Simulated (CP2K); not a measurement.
The N K edge of ethynylacetonitrile was computed by TDDFT (CP2K XAS_TDP, aug-cc-pVDZ, TDA) at these levels: PBE, PBEh(45%) and PBEh(45%) + GW2X. The first three lines of N5 (bonded to C) with a strength over 0.0015, energy in eV and strength:

```
run           first          second           third
  1  380.24 (0.008)  380.49 (0.004)  380.65 (0.003)
  2  395.69 (0.055)  395.83 (0.055)  400.08 (0.002)
  3  401.27 (0.054)  401.41 (0.054)  405.66 (0.002)
```

Q: Which run is which?

Run 1: PBE (0 % exact exchange). Run 2: PBEh(45%) (45 % exact exchange). Run 3: PBEh(45%) + GW2X (45 % exact exchange). Self-interaction lifts the core level, so the uncorrected lines rise with the share of exact exchange. The GW2X run keeps the spacings of its parent: 0.14 eV between the first two lines in run 3, 0.14 eV in run 2. Its shift is +5.58 eV, since the Kohn–Sham level at this share of exchange lies that far above the quasiparticle level.

[Banner, clock and machine lines of the logs are left out without a mark of their own.]

[Logs are printed without paths, hosts, clocks, repeated set-up lines and the standing remarks that a program may print on its own settings, such as how far it seeks lower states.]

[Hosts, paths, dates, database ids (printed as entryN), source tags and the programs' standing remarks are cut or masked in the printed files.]
